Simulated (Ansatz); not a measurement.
# S, between In atomic chains under bias, part 2 of 2

Is the junction ohmic, and where does the voltage drop?

Ansatz 0.2.0; DFT PBE, plane waves, PAW; relaxation of a junction, electrodes held but for their tips (the session's first sound run).

So far. Step 2 (Relaxation of the scattering region): The largest force component on a free atom ends at 0.062 eV/Å, under the limit of 0.07. The apex atoms end 4.76 Å apart, and their nearest bridge atoms lie at 2.38 Å (In–S) and 2.38 Å (In–S).

## 3. The sweep under bias

This step: DFT PBE, plane waves, PAW; current against voltage, self-consistent under bias (Ansatz 0.2.0).

Vacuum beyond both ends lets the two leads hold different Fermi levels, and the density is solved anew at each bias. Each lead has 15 atoms, since a wire screens slowly.

input.yaml reads:

```yaml
crystal:
  lattice:
    - [6.0, 0.0, 0.0]
    - [0.0, 6.0, 0.0]
    - [0.0, 0.0, 98.5424]
  atoms:
    - { symbol: In, position: [0.5, 0.5, -2.0e-10] }
    - { symbol: In, position: [0.5, 0.5, 0.0289215608] }
    - { symbol: In, position: [0.5, 0.5, 0.0578431213] }
    - { symbol: In, position: [0.5, 0.5, 0.0867646818] }
    - { symbol: In, position: [0.5, 0.5, 0.1156862428] }
    - { symbol: In, position: [0.5, 0.5, 0.1446078033] }
    - { symbol: In, position: [0.5, 0.5, 0.1735293638] }
    - { symbol: In, position: [0.5, 0.5, 0.2024509248] }
    - { symbol: In, position: [0.5, 0.5, 0.2313724853] }
    - { symbol: In, position: [0.5, 0.5, 0.2602940458] }
    - { symbol: In, position: [0.5, 0.5, 0.2892156068] }
    - { symbol: In, position: [0.5, 0.5, 0.3181371673] }
    - { symbol: In, position: [0.5, 0.5, 0.3470587278] }
    - { symbol: In, position: [0.5, 0.5, 0.3753032291] }
    - { symbol: In, position: [0.5, 0.5, 0.4048164616] }
    - { symbol: S, position: [0.5, 0.5, 0.4289645878] }
    - { symbol: In, position: [0.5, 0.5, 0.4531127141] }
    - { symbol: In, position: [0.5, 0.5, 0.4826259465] }
    - { symbol: In, position: [0.5, 0.5, 0.5108704478] }
    - { symbol: In, position: [0.5, 0.5, 0.5397920083] }
    - { symbol: In, position: [0.5, 0.5, 0.5687135688] }
    - { symbol: In, position: [0.5, 0.5, 0.5976351298] }
    - { symbol: In, position: [0.5, 0.5, 0.6265566903] }
    - { symbol: In, position: [0.5, 0.5, 0.6554782508] }
    - { symbol: In, position: [0.5, 0.5, 0.6843998118] }
    - { symbol: In, position: [0.5, 0.5, 0.7133213723] }
    - { symbol: In, position: [0.5, 0.5, 0.7422429328] }
    - { symbol: In, position: [0.5, 0.5, 0.7711644938] }
    - { symbol: In, position: [0.5, 0.5, 0.8000860543] }
    - { symbol: In, position: [0.5, 0.5, 0.8290076148] }
    - { symbol: In, position: [0.5, 0.5, 0.8579291758] }
kpoints:
  mp_grid: { grid: [1, 1, 1] }
scf:
  occupations: { method: fermi_dirac, width: 0.1 }
hamiltonian:
  xc: pbe
output:
  current_voltage:
    leads: [[8, 9], [21, 22]]
    bias: [0.3, 0.6, 1.0, 1.5]
    electrode_ends: [14, 16]
    kmesh: [1, 1]
  write_potential: true
  write_density: true
  volumetric_format: npy
basis:
  ecutwfc: "340 eV"
```

Command:

```
> ansatz run input.yaml --threads 8 --pin off --max-ram 16384MiB --backend cpu --events-out ev --progress --plain --runs-dir out
```

Numbers of over 12 decimals in the logs are rounded to 6 here.

The program printed:

```text
[...]
Crystal: 31 atoms, lattice volume = 3547.526 Å³
Basis set: ecut = 340 eV, 50293 PW (Γ)
Bands: 238, of which v1, the nominal top of the filled ones, is band 198 counted from 1 (197 counted from 0)
Symmetry: 16 space group operations
[...]
k-points: 1
[...]
SCF iter   1: F=—  HF=-168799.137545 eV  |F-HF|=—  |Δ(HF+E_count)|=         —  Δρ=2.97e-3  dr2=5.54e1  ethr=1.77e-3  ⟨swp⟩=5.0  Hψ=774  notcnv=0
[...]
SCF iter  13: F=-168798.708834 eV  HF=-168798.708834 eV  |F-HF|=3.71e-8  |Δ(HF+E_count)|=   1.40e-8  Δρ=4.50e-7  dr2=4.61e-8  ethr=2.53e-11  ⟨swp⟩=2.0  Hψ=442  notcnv=0
[...]
SCF 1 converged in 13 iterations: F = -168798.708834 eV  dr2 = 4.61e-8
[...]
bias +0 V, iteration  1: dr2 1.10e0 eV, mean Fermi level 0.0481 eV
bias +0 V, iteration  2: dr2 1.16e-1 eV, mean Fermi level 0.0395 eV
bias +0 V, iteration  3: dr2 1.15e-1 eV, mean Fermi level 0.0418 eV
bias +0 V, iteration  4: dr2 3.23e-2 eV, mean Fermi level 0.0384 eV
bias +0 V, iteration  5: dr2 4.67e-3 eV, mean Fermi level 0.0396 eV
bias +0 V, iteration  6: dr2 1.44e-3 eV, mean Fermi level 0.0392 eV
bias +0 V, iteration  7: dr2 1.87e-4 eV, mean Fermi level 0.0394 eV
bias +0 V, iteration  8: dr2 2.33e-5 eV, mean Fermi level 0.0392 eV
bias +0 V, iteration  9: dr2 2.50e-5 eV, mean Fermi level 0.0393 eV
bias +0 V, iteration 10: dr2 9.13e-7 eV, mean Fermi level 0.0392 eV
bias +0 V, iteration 11: dr2 2.54e-6 eV, mean Fermi level 0.0392 eV
bias +0 V, iteration 12: dr2 4.39e-7 eV, mean Fermi level 0.0392 eV
bias +0 V, iteration 13: dr2 3.78e-7 eV, mean Fermi level 0.0392 eV
bias +0 V, iteration 14: dr2 1.63e-8 eV, mean Fermi level 0.0392 eV
bias +0.3 V, iteration  1: dr2 3.29e2 eV, mean Fermi level 0.0612 eV
bias +0.3 V, iteration  2: dr2 3.22e1 eV, mean Fermi level 0.0385 eV
bias +0.3 V, iteration  3: dr2 2.36e0 eV, mean Fermi level 0.0450 eV
bias +0.3 V, iteration  4: dr2 4.82e-1 eV, mean Fermi level 0.0418 eV
bias +0.3 V, iteration  5: dr2 3.35e-1 eV, mean Fermi level 0.0462 eV
bias +0.3 V, iteration  6: dr2 2.25e-2 eV, mean Fermi level 0.0429 eV
bias +0.3 V, iteration  7: dr2 3.03e-2 eV, mean Fermi level 0.0449 eV
bias +0.3 V, iteration  8: dr2 2.14e-3 eV, mean Fermi level 0.0437 eV
bias +0.3 V, iteration  9: dr2 1.67e-3 eV, mean Fermi level 0.0442 eV
bias +0.3 V, iteration 10: dr2 8.19e-5 eV, mean Fermi level 0.0440 eV
bias +0.3 V, iteration 11: dr2 2.50e-5 eV, mean Fermi level 0.0441 eV
bias +0.3 V, iteration 12: dr2 9.45e-6 eV, mean Fermi level 0.0440 eV
bias +0.3 V, iteration 13: dr2 6.95e-7 eV, mean Fermi level 0.0440 eV
bias +0.3 V, iteration 14: dr2 1.28e-6 eV, mean Fermi level 0.0440 eV
bias +0.3 V, iteration 15: dr2 7.34e-7 eV, mean Fermi level 0.0440 eV
bias +0.3 V, iteration 16: dr2 5.75e-7 eV, mean Fermi level 0.0440 eV
bias +0.3 V, iteration 17: dr2 9.64e-8 eV, mean Fermi level 0.0440 eV
bias +0.6 V, iteration  1: dr2 4.66e0 eV, mean Fermi level 0.0494 eV
bias +0.6 V, iteration  2: dr2 9.38e-1 eV, mean Fermi level 0.0450 eV
bias +0.6 V, iteration  3: dr2 7.59e-1 eV, mean Fermi level 0.0495 eV
bias +0.6 V, iteration  4: dr2 8.53e-2 eV, mean Fermi level 0.0450 eV
bias +0.6 V, iteration  5: dr2 6.92e-3 eV, mean Fermi level 0.0470 eV
bias +0.6 V, iteration  6: dr2 1.02e-2 eV, mean Fermi level 0.0456 eV
bias +0.6 V, iteration  7: dr2 3.51e-4 eV, mean Fermi level 0.0460 eV
bias +0.6 V, iteration  8: dr2 8.40e-4 eV, mean Fermi level 0.0458 eV
bias +0.6 V, iteration  9: dr2 7.92e-5 eV, mean Fermi level 0.0458 eV
bias +0.6 V, iteration 10: dr2 8.26e-6 eV, mean Fermi level 0.0458 eV
bias +0.6 V, iteration 11: dr2 2.77e-5 eV, mean Fermi level 0.0458 eV
bias +0.6 V, iteration 12: dr2 6.15e-6 eV, mean Fermi level 0.0458 eV
bias +0.6 V, iteration 13: dr2 5.48e-6 eV, mean Fermi level 0.0458 eV
bias +0.6 V, iteration 14: dr2 4.25e-7 eV, mean Fermi level 0.0458 eV
bias +0.6 V, iteration 15: dr2 1.03e-7 eV, mean Fermi level 0.0458 eV
bias +0.6 V, iteration 16: dr2 1.89e-8 eV, mean Fermi level 0.0458 eV
bias +1 V, iteration  1: dr2 4.84e-1 eV, mean Fermi level 0.0503 eV
bias +1 V, iteration  2: dr2 1.14e0 eV, mean Fermi level 0.0414 eV
bias +1 V, iteration  3: dr2 2.25e-1 eV, mean Fermi level 0.0474 eV
bias +1 V, iteration  4: dr2 3.49e-2 eV, mean Fermi level 0.0439 eV
bias +1 V, iteration  5: dr2 4.47e-3 eV, mean Fermi level 0.0440 eV
bias +1 V, iteration  6: dr2 2.77e-3 eV, mean Fermi level 0.0430 eV
bias +1 V, iteration  7: dr2 5.42e-3 eV, mean Fermi level 0.0428 eV
bias +1 V, iteration  8: dr2 1.37e-3 eV, mean Fermi level 0.0423 eV
bias +1 V, iteration  9: dr2 4.17e-4 eV, mean Fermi level 0.0425 eV
bias +1 V, iteration 10: dr2 5.38e-4 eV, mean Fermi level 0.0424 eV
bias +1 V, iteration 11: dr2 5.08e-5 eV, mean Fermi level 0.0424 eV
bias +1 V, iteration 12: dr2 5.84e-6 eV, mean Fermi level 0.0424 eV
bias +1 V, iteration 13: dr2 1.59e-5 eV, mean Fermi level 0.0424 eV
bias +1 V, iteration 14: dr2 7.26e-6 eV, mean Fermi level 0.0424 eV
bias +1 V, iteration 15: dr2 6.47e-6 eV, mean Fermi level 0.0424 eV
bias +1 V, iteration 16: dr2 2.74e-6 eV, mean Fermi level 0.0424 eV
bias +1 V, iteration 17: dr2 6.21e-7 eV, mean Fermi level 0.0424 eV
bias +1 V, iteration 18: dr2 1.41e-7 eV, mean Fermi level 0.0424 eV
bias +1 V, iteration 19: dr2 7.63e-8 eV, mean Fermi level 0.0424 eV
bias +1.5 V, iteration  1: dr2 6.77e-1 eV, mean Fermi level 0.0417 eV
bias +1.5 V, iteration  2: dr2 2.21e0 eV, mean Fermi level 0.0343 eV
bias +1.5 V, iteration  3: dr2 7.77e-1 eV, mean Fermi level 0.0401 eV
bias +1.5 V, iteration  4: dr2 5.10e-1 eV, mean Fermi level 0.0341 eV
bias +1.5 V, iteration  5: dr2 2.86e-2 eV, mean Fermi level 0.0367 eV
bias +1.5 V, iteration  6: dr2 4.12e-2 eV, mean Fermi level 0.0338 eV
bias +1.5 V, iteration  7: dr2 2.46e-2 eV, mean Fermi level 0.0338 eV
bias +1.5 V, iteration  8: dr2 8.40e-3 eV, mean Fermi level 0.0330 eV
bias +1.5 V, iteration  9: dr2 4.80e-3 eV, mean Fermi level 0.0325 eV
bias +1.5 V, iteration 10: dr2 2.12e-3 eV, mean Fermi level 0.0326 eV
bias +1.5 V, iteration 11: dr2 3.99e-4 eV, mean Fermi level 0.0328 eV
bias +1.5 V, iteration 12: dr2 2.92e-4 eV, mean Fermi level 0.0326 eV
bias +1.5 V, iteration 13: dr2 1.54e-4 eV, mean Fermi level 0.0327 eV
bias +1.5 V, iteration 14: dr2 1.75e-4 eV, mean Fermi level 0.0326 eV
bias +1.5 V, iteration 15: dr2 1.27e-4 eV, mean Fermi level 0.0326 eV
bias +1.5 V, iteration 16: dr2 6.72e-5 eV, mean Fermi level 0.0325 eV
bias +1.5 V, iteration 17: dr2 7.15e-5 eV, mean Fermi level 0.0326 eV
bias +1.5 V, iteration 18: dr2 3.55e-5 eV, mean Fermi level 0.0326 eV
bias +1.5 V, iteration 19: dr2 7.66e-6 eV, mean Fermi level 0.0326 eV
bias +1.5 V, iteration 20: dr2 3.03e-6 eV, mean Fermi level 0.0327 eV
bias +1.5 V, iteration 21: dr2 9.45e-7 eV, mean Fermi level 0.0327 eV
bias +1.5 V, iteration 22: dr2 1.04e-6 eV, mean Fermi level 0.0327 eV
bias +1.5 V, iteration 23: dr2 2.90e-7 eV, mean Fermi level 0.0327 eV
bias +1.5 V, iteration 24: dr2 1.95e-7 eV, mean Fermi level 0.0327 eV
bias +1.5 V, iteration 25: dr2 2.52e-7 eV, mean Fermi level 0.0327 eV
bias +1.5 V, iteration 26: dr2 1.67e-7 eV, mean Fermi level 0.0327 eV
bias +1.5 V, iteration 27: dr2 6.43e-8 eV, mean Fermi level 0.0327 eV
transmission: 8 of 60 steps passed
transmission: 24 of 60 steps passed
[...]
transmission: 61 of 61 steps passed
WARN: The output density's exchange-correlation potential varies sharply where the density is thin. Do not read a vacuum level from v_tot or v_xc, or from such a field of the output density. On a cell that repeats whose density bears no net charge and no dipole along the vacuum's axis use v_es (v_loc + v_h of the components); under efield.dipole_correction with no amplitude use v_es + v_field, which holds any externa [...]
SCF converged after 13 iterations
Free energy (F): -168798.708834 eV
[...]
Internal energy: -168796.649977 eV  (E = F + TS)
E sigma→0 (E₀):  -168797.679406 eV
Entropy (-TS):   -2.058857 eV (-66.415 meV/atom)
Fermi energy:    0.067809 eV
[...]
--- Band table (eV) ---
  k-point 0: bands = [... 194 lower, -0.0450, -0.0450, 0.0364, 0.0364, 0.0578, 0.0578, 0.1695, 0.1695, ... 36 higher]
--- Current–voltage curve ---
  leads      : [8, 9] from 98.54 to 132.74 and [21, 22] from 148.88 to 183.08 Å, reservoirs outside 120.31 and 161.32
  electrodes : end at 138.43 and 143.19 Å
  density    : 398 bands, filled at a thermal energy of 2.585e-2 eV; current at 300 K
  bias (V)   current (A)   every other point   every other energy   edges, levels   drop (V)   electrons moved   misfit (meV)   iterations
        +0      0.0000e0                   -             0.0000e0        0.0000e0     +0.000            0.00e0            8.0   14
      +0.3     2.5638e-5                   -            2.5640e-5      2.1617e-12     +0.273           8.21e-3           17.0   17
[...]
+1     6.7188e-5                   -            6.7185e-5      1.0864e-11     +0.990           2.93e-2           30.7   19
      +1.5     9.5844e-5                   -            9.5845e-5       1.1219e-9     +1.493           4.19e-2           20.3   27
  At 0 V the conductance is 1.2481e-4 S, 3.4669e14 S/m².
```

Elapsed: 10 min, on 8 threads of Arm Neoverse V2, shared host; peak memory 5.2 GiB.

Numbers from this step:

```
conductance at zero bias    : 1.611 G₀
current at the highest bias : 95.84 μA
largest misfit of the leads : 30.73 meV
```

Cell area 36.000 Å^2. Current through one cell against bias:

| bias (V) | current through one cell (μA) |
| --- | --- |
| 0.000 | 0 |
| 0.300 | 25.6 |
| 0.600 | 42.6 |
| 1.000 | 67.2 |
| 1.500 | 95.8 |

Bias 0 V. Table of transmission and channels at 0 V by energy, zero at the mean Fermi level:

| energy (eV) | transmission | channels, lower lead | channels, upper lead |
| --- | --- | --- | --- |
| -0.259 | 0.723 | 1 | 1 |
| -0.233 | 0.724 | 1 | 1 |
| -0.207 | 0.725 | 1 | 1 |
| -0.181 | 0.734 | 3 | 3 |
| -0.155 | 0.795 | 3 | 3 |
| -0.129 | 0.954 | 3 | 3 |
| -0.103 | 1.23 | 3 | 3 |
| -0.078 | 1.51 | 3 | 3 |
| -0.052 | 1.68 | 3 | 3 |
| -0.026 | 1.72 | 3 | 3 |
| 0.000 | 1.68 | 3 | 3 |
| 0.026 | 1.60 | 3 | 3 |
| 0.052 | 1.52 | 3 | 3 |
| 0.078 | 1.44 | 3 | 3 |
| 0.103 | 1.37 | 3 | 3 |
| 0.129 | 1.31 | 3 | 3 |
| 0.155 | 1.27 | 3 | 3 |
| 0.181 | 1.24 | 3 | 3 |
| 0.207 | 1.21 | 3 | 3 |
| 0.233 | 1.19 | 3 | 3 |
| 0.259 | 1.18 | 3 | 3 |

Bias 0.6 V. The transmission and channels at 0.6 V by energy, zero at the mean Fermi level:

| energy (eV) | transmission | channels, lower lead | channels, upper lead |
| --- | --- | --- | --- |
| -0.569 | 0.695 | 1 | 1 |
| -0.543 | 0.698 | 1 | 1 |
| -0.517 | 0.701 | 1 | 1 |
| -0.465 | 0.706 | 1 | 3 |
| -0.439 | 0.708 | 1 | 3 |
| -0.414 | 0.710 | 1 | 3 |
| -0.388 | 0.712 | 1 | 3 |
| -0.362 | 0.714 | 1 | 3 |
| -0.310 | 0.717 | 1 | 3 |
| -0.284 | 0.718 | 1 | 3 |
| -0.259 | 0.720 | 1 | 3 |
| -0.233 | 0.721 | 1 | 3 |
| -0.207 | 0.722 | 1 | 3 |
| -0.181 | 0.723 | 1 | 3 |
| -0.129 | 0.724 | 1 | 3 |
| -0.103 | 0.725 | 1 | 3 |
| -0.078 | 0.725 | 1 | 3 |
| -0.052 | 0.726 | 1 | 3 |
| -0.026 | 0.726 | 1 | 3 |
| 0.000 | 0.726 | 1 | 3 |
| 0.026 | 0.726 | 1 | 3 |
| 0.052 | 0.726 | 1 | 3 |
| 0.078 | 0.726 | 1 | 3 |
| 0.103 | 0.925 | 3 | 3 |
| 0.129 | 1.04 | 3 | 3 |
| 0.181 | 1.26 | 3 | 3 |
| 0.207 | 1.36 | 3 | 3 |
| 0.233 | 1.44 | 3 | 3 |
| 0.259 | 1.48 | 3 | 3 |
| 0.284 | 1.49 | 3 | 3 |
| 0.310 | 1.48 | 3 | 3 |
| 0.362 | 1.43 | 3 | 3 |
| 0.388 | 1.41 | 3 | 3 |
| 0.414 | 1.39 | 3 | 3 |
| 0.439 | 1.37 | 3 | 3 |
| 0.465 | 1.36 | 3 | 3 |
| 0.517 | 1.35 | 3 | 3 |
| 0.543 | 1.36 | 3 | 3 |
| 0.569 | 1.36 | 3 | 3 |

Bias 1.5 V. Transmission and channels at 1.5 V against energy, zero at the mean Fermi level:

| energy (eV) | transmission | channels, lower lead | channels, upper lead |
| --- | --- | --- | --- |
| -1.008 | 0 | 0 | 1 |
| -0.905 | 0.291 | 1 | 1 |
| -0.801 | 0.527 | 1 | 3 |
| -0.698 | 0.600 | 1 | 3 |
| -0.595 | 0.639 | 1 | 3 |
| -0.491 | 0.664 | 1 | 3 |
| -0.388 | 0.680 | 1 | 3 |
| -0.310 | 0.689 | 1 | 3 |
| -0.207 | 0.698 | 1 | 3 |
| -0.103 | 0.704 | 1 | 3 |
| 0.000 | 0.708 | 1 | 3 |
| 0.103 | 0.710 | 1 | 3 |
| 0.207 | 0.711 | 1 | 3 |
| 0.310 | 0.711 | 1 | 3 |
| 0.388 | 0.710 | 1 | 3 |
| 0.491 | 0.709 | 1 | 3 |
| 0.595 | 1.44 | 3 | 3 |
| 0.698 | 1.85 | 3 | 3 |
| 0.750 | 1.88 | 3 | 3 |
| 0.801 | 1.84 | 3 | 3 |
| 0.905 | 1.76 | 3 | 3 |
| 1.008 | 1.73 | 3 | 3 |

Hartree potential energy less that at 0 V, planar mean against z:

| z (Å) | 0.3 V (eV) | 0.6 V (eV) | 1 V (eV) | 1.5 V (eV) |
| --- | --- | --- | --- | --- |
| 95 | 0.0906 | 0.178 | 0.298 | 0.444 |
| 100 | 0.156 | 0.309 | 0.507 | 0.749 |
| 105 | 0.153 | 0.303 | 0.499 | 0.738 |
| 110 | 0.149 | 0.301 | 0.497 | 0.739 |
| 115 | 0.127 | 0.275 | 0.465 | 0.708 |
| 120 | 0.138 | 0.290 | 0.483 | 0.725 |
| 125 | 0.119 | 0.269 | 0.461 | 0.708 |
| 130 | 0.126 | 0.275 | 0.461 | 0.702 |
| 135 | 0.150 | 0.322 | 0.541 | 0.808 |
| 140 | -0.0192 | 0.00575 | 0.0582 | 0.142 |
| 145 | -0.157 | -0.316 | -0.506 | -0.724 |
| 150 | -0.123 | -0.278 | -0.478 | -0.737 |
| 155 | -0.120 | -0.269 | -0.475 | -0.710 |
| 160 | -0.135 | -0.292 | -0.501 | -0.755 |
| 165 | -0.122 | -0.273 | -0.470 | -0.720 |
| 170 | -0.130 | -0.276 | -0.475 | -0.731 |
| 175 | -0.142 | -0.288 | -0.488 | -0.744 |
| 180 | -0.145 | -0.293 | -0.497 | -0.755 |
| 185 | -0.119 | -0.256 | -0.415 | -0.617 |
| 190 | 0.00261 | -0.00502 | -5.0e-4 | -6.1e-4 |

The electron density less that at 0 V, planar mean (0.3 V) oscillates, so the rows of the table below give means over windows of 5 Å about each position, cut where the curve ends. Its first 14 maxima inside the range that stand out by 2 % of the span (Å: e/Å³): 97.2: 4.1e-5, 101.5: 1.6e-5, 104.1: 2.1e-5, 107.1: 3.9e-5, 110.1: 5.0e-5, 112.7: 6.4e-5, 115.7: 2.4e-5, 118.6: 1.0e-4, 121.2: 9.0e-5, 124.2: 6.0e-5, 126.2: 1.2e-5, 126.8: 1.5e-5, 128.5: 9.7e-6, 129.8: 1.9e-5. Its first 14 minima: 100.5: 1.3e-6, 102.5: -1.3e-5, 105.1: -1.6e-5, 109.1: -2.4e-5, 111.7: -2.4e-5, 114.7: -5.7e-5, 117.3: -5.2e-5, 119.9: -4.5e-5, 122.6: -6.0e-5, 125.2: -6.7e-5, 126.5: -1.2e-7, 127.8: -5.7e-5, 129.1: -2.1e-5, 130.5: -3.0e-5.

The electron density less that at 0 V, planar mean by z; means over each step:

| z (Å) | 0.3 V (e/Å³) | 0.6 V (e/Å³) | 1 V (e/Å³) | 1.5 V (e/Å³) |
| --- | --- | --- | --- | --- |
| 95 | 1.3e-5 | 2.9e-5 | 5.1e-5 | 7.9e-5 |
| 100 | 1.6e-5 | 3.0e-5 | 4.7e-5 | 6.7e-5 |
| 105 | 1.7e-6 | 2.7e-6 | 4.1e-6 | 5.1e-6 |
| 110 | -1.1e-6 | -5.3e-6 | -1.1e-5 | -1.9e-5 |
| 115 | -1.1e-5 | -1.5e-5 | -1.7e-5 | -1.6e-5 |
| 120 | 1.6e-5 | 2.3e-5 | 3.2e-5 | 4.1e-5 |
| 125 | -4.8e-6 | -1.8e-6 | 2.8e-6 | 8.1e-6 |
| 130 | -1.2e-5 | -2.6e-5 | -4.7e-5 | -7.1e-5 |
| 135 | 5.9e-5 | 1.0e-4 | 1.5e-4 | 1.9e-4 |
| 140 | 1.0e-5 | 3.5e-5 | 6.7e-5 | 1.1e-4 |
| 145 | -7.0e-5 | -1.4e-4 | -2.1e-4 | -3.0e-4 |
| 150 | 9.6e-6 | 1.5e-5 | 3.2e-5 | 4.2e-5 |
| 155 | 5.7e-6 | 1.0e-5 | 3.8e-6 | 2.1e-5 |
| 160 | -1.8e-6 | -1.3e-6 | -3.6e-6 | -4.5e-6 |
| 165 | 3.8e-6 | 4.7e-7 | 1.9e-6 | -2.2e-6 |
| 170 | -4.7e-6 | -5.5e-6 | -1.0e-5 | -1.6e-5 |
| 175 | -3.2e-7 | 9.8e-7 | 3.6e-6 | 3.7e-6 |
| 180 | -3.7e-6 | 2.3e-6 | -4.7e-6 | -1.5e-5 |
| 185 | -2.5e-5 | -6.0e-5 | -8.8e-5 | -1.2e-4 |
| 190 | -1.4e-7 | -1.1e-7 | -2.2e-8 | -1.3e-6 |

By hand: at 1.5 V the window reaches from -0.75 to 0.75 eV, and the mean transmission a spin over it is 0.828. With sharp Fermi edges I = G0 × V × T̄ = 77.48 μS × 1.5 V × 0.828 = 96.2 μA, against 95.8 μA from the program at 300 K.

The zero-bias conductance is 1.61 G₀; current over voltage goes 1.10 at +0.3 V, 0.916 at +0.6 V, 0.867 at +1 V and 0.825 at +1.5 V in the same unit. The leads' misfit reaches 31 meV.

## 4. Outcome

```json
{"conductance at zero bias": "1.61 G₀", "current at +0.3 V": "25.6 μA", "current at +0.6 V": "42.6 μA", "current at +1 V": "67.2 μA", "current at +1.5 V": "95.8 μA"}
```

The junction conducts 1.61 G₀ at zero bias and carries 95.8 μA at 1.50 V. At 1.50 V the current is 0.51 times what the zero-bias conductance would give; over all biases of the sweep that ratio lies between 0.51 and 0.68. Of the 1.50 V, 1.49 V drops at the junction. A wire screens slowly, so the current depends on the leads' length and the box width; neither was converged here. Transport is coherent and elastic here: the atoms are frozen, so scattering by vibrations plays no part. A cutoff under the files' recommended one was taken to save time; its effect on T(E) was not tested here.

[Logs are printed without paths, hosts, clocks, repeated set-up lines and the standing remarks that a program may print on its own settings, such as how far it seeks lower states.]

[Hosts, paths, dates, database ids (printed as entryN), source tags and the programs' standing remarks are cut or masked in the printed files.]
